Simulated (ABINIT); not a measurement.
An input for ABINIT 10.8.3 (Ba2IBrF2 (P4mm)):

```
acell 3*1.0 Angstrom
rprim 
  4.623364000000 0.000000000000 0.000000000000
  0.000000000000 4.623364000000 0.000000000000
  0.000000000000 0.000000000000 7.991386000000
ntypat 4
znucl 56 53 35 9
natom 6
typat 1 1 2 3 4 4
xred 
  0.500000000000 0.500000000000 0.827396000000
  0.000000000000 0.000000000000 0.185191000000
  0.000000000000 0.000000000000 0.641387000000
  0.500000000000 0.500000000000 0.340098000000
  0.500000000000 0.000000000000 0.002964000000
  0.000000000000 0.500000000000 0.002964000000
pp_dirpath "pseudos"
pseudos "Ba.upf, I.upf, Br.upf, F.upf"
ecut 36
ngkpt 2 2 1
nshiftk 1
shiftk 0 0 0
kptopt 1
chksymbreak 0
istwfk *1
occopt 1
irdwfk 1
optdriver 3
nband 152
ecuteps 4.5
inclvkb 2
awtr 1
symchi 1
gwcalctyp 2
nfreqre 6
freqremax 40 eV
nfreqim 12
spmeth 1
nomegasf 120
indata_prefix "in"
outdata_prefix "out"
tmpdata_prefix "tmp"
```

```sh
OMP_NUM_THREADS=1 mpirun -n 4 abinit run.abi > log
```

**Question.** Estimate wall time and host memory on 4 MPI ranks of Arm Neoverse V1, shared host.

It took 49 s; on shared hardware allow 24 s to 97 s. Peak host memory was 2.8 GiB.

[Paths, hosts, dates, memory and timing lines, banners, echoed tables and standing remarks are left out of the program output.]

[Logs are printed without paths, hosts, clocks, repeated set-up lines and the standing remarks that a program may print on its own settings, such as how far it seeks lower states.]

[Runs of the session that timed out or met a known fault of the program may be left out.]

[Hosts, paths, dates, database ids (printed as entryN), source tags and the programs' standing remarks are cut or masked in the printed files.]

[G0W0 gaps are taken among the corrected bands and points alone; a level outside them can change the order at an edge.]

[Where Ansatz stands beside ABINIT at settings called matched, ABINIT's density can come from a denser mesh and the files from another edition; pairs whose starting gaps differed by over 0.03 eV were left out, so agreement reads better than it is.]
